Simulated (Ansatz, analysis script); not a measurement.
# Constrained moments in MnS (Browneite), part 2 of 2

How well does a Heisenberg term describe MnS (Browneite)? One moment is turned under a constraint.

Ansatz 0.2.0; PBEsol with U = 4 eV on Mn d (ortho-atomic projectors), PAW set soft_1 (files made for PBE).

So far. Step 2 (Collinear start 1: antiferro q=(0,1/2,1/2) +-): It ends antiferromagnetic, with 4.27 μB on the largest site. Step 3 (Collinear start 2: antiferro q=(0,0,1/2) +-): It ends antiferromagnetic, with 4.29 μB on the largest site.

### Step 5. Constrained states

Level of this step: Ansatz DFT on spinors, a batch of states with constrained moment directions; PBEsol+U, PAW set soft_1; PAW set soft_1 (Ansatz).

A canted state is in general not stationary, so a lock holds the direction of each moment by a field that the run finds for itself, with a floor under its size so that it cannot collapse. One batch solves all states on one mesh, so that their energies can be subtracted.

The input counts atoms from 0. Atom 1 (Mn) is the turned one, and with it all its lattice images.

The runs on spinors take the mesh 5×5×5.

input.yaml

```yaml
crystal:
  lattice:
    - [0.0, 2.8, 2.8]
    - [5.6, 0.0, 5.6]
    - [5.6, 2.8, 2.8]
  atoms:
    - { symbol: Mn, position: [0.0, 0.0, 0.0], spin: 4.27, spin_axis: [0.0, 0.0, 1.0] }
    - { symbol: Mn, position: [0.0, 0.5, 0.0], spin: 4.27, spin_axis: [0.0, 0.0, -1.0] }
    - { symbol: S, position: [0.25, 0.0, 0.25] }
    - { symbol: S, position: [0.25, 0.5, 0.25] }
kpoints:
  mp_grid: { grid: [5, 5, 5] }
hamiltonian:
  xc: pbesol
  hubbard:
    projectors: ortho-atomic
    sites: [{ species: Mn, l: d, u_eff: 4.0 }]
  pseudopotentials: { kind: paw, azcp: { folder: soft_1 }, xc_functional: pbe }
scf:
  occupations: { method: fermi_dirac, width: 0.05 }
  max_iter: 120
  convergence: { dr2_threshold: 1.0e-08 }
basis:
  ecutwfc: 420.0
magnetization:
  noncollinear: true
magnetic_configurations:
  lock: { kind: ray, floor_fraction: 0.25 }
  seed: rotate
  angular_fan:
    site: 1
    rotation_axis: [0, 1, 0]
    angles_deg: [0, 30, 60, 90, 135, 180]
checkpoint:
  read: start
```

The run is started by

```
$ ansatz run input.yaml --threads 4 --pin off --max-ram 8192MiB --backend cpu --events-out ev --progress --plain --runs-dir out
```

Numbers of over 12 decimals in the logs are rounded to 6 here.

Log:

```text
Warning: checkpoint.read: spin treatment differs: saved collinear, current noncollinear; the saved charge density seeds this run and the saved magnetisation is carried along the axis that this deck's starting moments share; the saved density holds an absolute magnetisation of 9.6e0 μB; saved orbitals are not carried; the saved PAW projector densities are carried along that axis; the saved DFT+U occupations are carried along that axis
Warning: checkpoint.read: basis.fft_grid_basis: the saved state records [[1, 0, 0], [0, 1, 0], [0, 0, 1]]; without it this run's FFT boxes would lie on [[1, 0, 0], [0, 1, -1], [-1, 0, 1]]; this run lays them on the saved basis, on which the saved density and orbitals are stored
[...]
davidson cushion auto → off  (block headroom 10 ≥ Hubbard manifold empty extent 10; pin scf.eigensolver.cushion to override)
Crystal: 4 atoms, lattice volume = 87.808 Å³
Basis set: ecut = 420 eV, 1715 PW (Γ)
Bands: 52, of which v1, the nominal top of the filled ones, is band 42 counted from 1 (41 counted from 0)
Symmetry: 4 space group operations
k-points: 125 (irreducible under 1 space group operation)
[...]
Starting moments: Σ|m| = 8.54 μB on 2 of 4 sites; this step starts from the density that it was given
[...]
iter 1 solved again at ethr=2.39e-5 eV; its pass at ethr=1.00e-1 eV (dr2=1.00e-2 eV) is discarded
SCF iter   1: F=-9507.394255 eV  HF=-9507.394257 eV  |F-HF|=1.86e-6  |Δ(HF+E_count)|=         —  Δρ=5.41e-5  dr2=3.50e-6  dr2_m=2.28e-7  ethr=2.39e-5  |M|=6.24e-17 ∫|m|=9.63e0 μB  |m|>n=0.0e0 m-floor=0.0e0 τ_xc=5.7e-11 mc-row=0.0e0  β_m=0.30  ⟨swp⟩=12.6  Hψ=54185  notcnv=0  reapply=22
eigensolver tolerance schedule: the retry pair's looser diagonalisation over-reported the residual by 2867.09 of it (diagonalisation noise at 2.17 of the residual, at the tolerance the schedule requests for it); recorded, not acted on — ethr = c·dr2/N_el stays at c = 1.0e-1
[...]
spin=Noncollinear: Resta preconditioning applied to the charge; magnetization (m_x, m_y, m_z) channels mix plain (no charge-response kernel on spin).
SCF iter   2: F=-9507.394268 eV  HF=-9507.394268 eV  |F-HF|=1.33e-7  |Δ(HF+E_count)|=   1.08e-5  Δρ=2.65e-5  dr2=5.28e-7  dr2_m=1.42e-7  ethr=8.32e-9  |M|=7.80e-18 ∫|m|=9.63e0 μB  |m|>n=0.0e0 m-floor=0.0e0 τ_xc=4.5e-10 mc-row=0.0e0  β_m=0.39  ⟨swp⟩=5.2  Hψ=21861  notcnv=0
[...]
SCF iter   5: F=-9507.394268 eV  HF=-9507.394268 eV  |F-HF|=3.03e-9  |Δ(HF+E_count)|=   6.32e-9  Δρ=2.17e-6  dr2=3.75e-9  dr2_m=1.17e-10  ethr=2.67e-11  |M|=1.89e-17 ∫|m|=9.63e0 μB  |m|>n=0.0e0 m-floor=0.0e0 τ_xc=1.6e-9 mc-row=0.0e0  ⟨swp⟩=3.0  Hψ=14072  notcnv=0
SCF 1 converged in 5 iterations: F = -9507.394268 eV  dr2 = 3.75e-9
[...]
the search or the solves at the SCF's close seem to have found levels that the self-consistency loop had missed (the run counts 1). By its estimate they hold under 1e-12 electrons; where the run keeps them, the occupations were computed again with them
── magnetic configuration reference member: converged ──
── magnetic configuration member 1/6: fan1.0 ──
[...]
SCF 1 converged in 4 iterations: F = -9507.394268 eV  dr2 = 3.28e-9
── member 1 fan1.0: converged ──
── magnetic configuration member 2/6: fan1.30 ──
Symmetry: 1 space group operations
k-points: 125
[...]
SCF 1 converged in 8 iterations: F = -9507.382078 eV  dr2 = 2.68e-10
── member 2 fan1.30: converged ──
── magnetic configuration member 3/6: fan1.60 ──
[...]
SCF 1 converged in 9 iterations: F = -9507.347990 eV  dr2 = 5.27e-10
── member 3 fan1.60: converged ──
── magnetic configuration member 4/6: fan1.90 ──
[...]
Constraint outer step 1 at iter 9: max|Δm| = 1.16e-2 μB  λ_eff = 1.000 eV/μB²  [c0 t5: gradient δμ = -2.323e-2 eV/μB]
[...]
SCF 1 converged in 15 iterations: F = -9507.298820 eV  dr2 = 2.69e-9
── member 4 fan1.90: converged ──
── magnetic configuration member 5/6: fan1.135 ──
[...]
SCF 1 converged in 9 iterations: F = -9507.225606 eV  dr2 = 5.20e-9
── member 5 fan1.135: converged ──
── magnetic configuration member 6/6: fan1.180 ──
[...]
SCF 1 converged in 8 iterations: F = -9507.192862 eV  dr2 = 3.72e-9
── member 6 fan1.180: converged ──
SCF converged after 5 iterations
Magnetization: |M| = 0.0000 μB,  M = (+0.0000, -0.0000, -0.0000) μB
Absolute magnetization: 9.6309 μB (∫|m|, with the PAW one-centre terms)
  site 0: m = (+0.0000, +0.0000, +4.2694) μB, |m| = 4.2694 μB  (R = 1.00 Å)
  site 1: m = (-0.0000, -0.0000, -4.2694) μB, |m| = 4.2694 μB  (R = 1.00 Å)
  site 2: m = (+0.0000, -0.0000, -0.0000) μB, |m| = 0.0000 μB  (R = 1.00 Å)
  site 3: m = (+0.0000, +0.0000, +0.0000) μB, |m| = 0.0000 μB  (R = 1.00 Å)
--- Magnetisation constraints (ε_frz = 1.0e-4 eV) ---
  site  kind           target                      achieved (μB)             |Δ|max (μB)  g (eV/μB)                 λ_eff  esc  ok   flags
  0     per_site_axis  ê (+0.000, +0.000, +1.000)  (+0.000, +0.000, +4.269)  0.00e0       (+0.0e0, +0.0e0, +0.0e0)  1.000  0    yes
  1     per_site_axis  ê (+0.000, +0.000, -1.000)  (+0.000, +0.000, -4.269)  0.00e0       (+0.0e0, +0.0e0, +0.0e0)  1.000  0    yes
Free energy (F): -9507.394268 eV
[...]
Internal energy: -9507.394268 eV  (E = F + TS)
E sigma→0 (E₀):  -9507.394268 eV
Fermi energy:    7.327476 eV
[...]
--- Hubbard shell moments (per corrected site; Tr N, ν in electrons; μ in μ_B) ---
  shell 0: Tr N=5.2878  μ_S=(+0.0000, -0.0000, +4.6350)  μ_L=(+0.0000, +0.0000, +0.0000)  μ=(+0.0000, +0.0000, +4.6350)  ν=0.0000 along (-0.000, -0.000, +1.000)
  shell 1: Tr N=5.2878  μ_S=(+0.0000, -0.0000, -4.6350)  μ_L=(+0.0000, +0.0000, -0.0000)  μ=(+0.0000, +0.0000, -4.6350)  ν=0.0000 along (-0.000, -0.000, -1.000)
--- Band table (eV; the first three rows and the last of 125) ---
  k-point 0: bands = [... 38 lower, 5.9381, 5.9381, 5.9381, 5.9381, 8.5959, 8.5959, 9.3931, 9.3931, ... 6 higher]
  k-point 1: bands = [... 38 lower, 5.5743, 5.5743, 5.8679, 5.8679, 9.5134, 9.5134, 9.6978, 9.6978, ... 6 higher]
  k-point 2: bands = [... 38 lower, 5.5518, 5.5518, 5.8114, 5.8114, 9.5007, 9.5007, 9.9271, 9.9271, ... 6 higher]
  k-point 124: bands = [... 38 lower, 5.4533, 5.4533, 5.8728, 5.8728, 9.2593, 9.2593, 9.6849, 9.6849, ... 6 higher]
Occupation matrices written to <dir>
--- Magnetic configurations: 6 members + reference (common group order 1, 125 k-points under it; ray lock λ = 1 eV/μ_B², moment radius default, seed rotate, symmetry detected) ---
  F: the free energy, without the constraint's penalty, at the texture the member reached; Δ(F+E_count)@target: (F + electron-count term + first-order target correction) against the reference's — the energy at the target texture, the difference a fit consumes
  member                      status             F (eV) Δ(F+E_count)@target (meV)  max|Δm| μB  max|g| eV/μB  outer  esc   |G|
  reference                converged      -9507.3942679                    +0.000      0.00e0        0.00e0      0    0     4
  fan1.0                   converged      -9507.3942679                    +0.000      0.00e0        0.00e0      0    0     4
  fan1.30                  converged      -9507.3820784                   +12.306     5.36e-3       1.07e-2      0    0     1
[...]
fan1.135                 converged      -9507.2256061                  +168.978     8.89e-3       1.78e-2      0    0     1
[...]
no lower state was looked for behind 4 of the runs: none is made under a magnetisation constraint held to the close
```

The job ended after 4.5 min (4 threads of Arm Neoverse V1, shared host; peak memory 1.2 GiB).

The batch gives an energy and a set of moments for each member that converges.

### Step 6. Analysis

All numbers here come from the batch. Energies are free energies plus the run's first-order correction to the targets, less the reference.

| angle (°) | energy (meV a cell) | turned moment (μB) |
| --- | --- | --- |
| 0 | 0.00 | 4.269 |
| 30 | 12.31 | 4.274 |
| 60 | 46.65 | 4.286 |
| 90 | 95.45 | 4.303 |
| 135 | 168.98 | 4.330 |
| 180 | 201.41 | 4.343 |

A fit E(θ) = A (1 − cos θ) + B sin²θ to the 5 turned states whose moment kept its size within 15 % gives A = 101 meV and B = -5.12 meV, with an r.m.s. miss of 0.16 meV. A > 0 favours the reference's alignment.

### Step 7. What came out

| Item | Value |
| --- | --- |
| energy at 180° | 201 meV a cell |
| turned moment | 4.27 μB at 0°, 4.34 μB at 180° |
| bilinear term A | 101 meV |
| biquadratic term B | -5.12 meV |

**Reading.** Every turn costs energy, 201 meV a cell at 180°, so the antiferromagnetic reference is stable against this one rotation; no orders other than those typed and the 180° state were run. The turned moment keeps its size within 1.7 %. The biquadratic term is 5.1 % of the bilinear one, so a Heisenberg term alone is not enough; B < 0 softens the collinear states, though not enough for a canted minimum. With two magnetic atoms a cell and E = −Σ J e·e over ordered pairs, the couplings of one atom to all images of the other sum to -50.3 meV. Spin–orbit coupling is switched off, and couplings of the turned atom to its own lattice images don't enter, since these turn with it.

[Logs and program files are shortened in this print: banners, set-up blocks, solver, clock and traceback lines can be left out without a mark of their own.]

[Logs are printed without paths, hosts, clocks, repeated set-up lines and the standing remarks that a program may print on its own settings, such as how far it seeks lower states.]

[Hosts, paths, dates, database ids (printed as entryN), source tags and the programs' standing remarks are cut or masked in the printed files.]
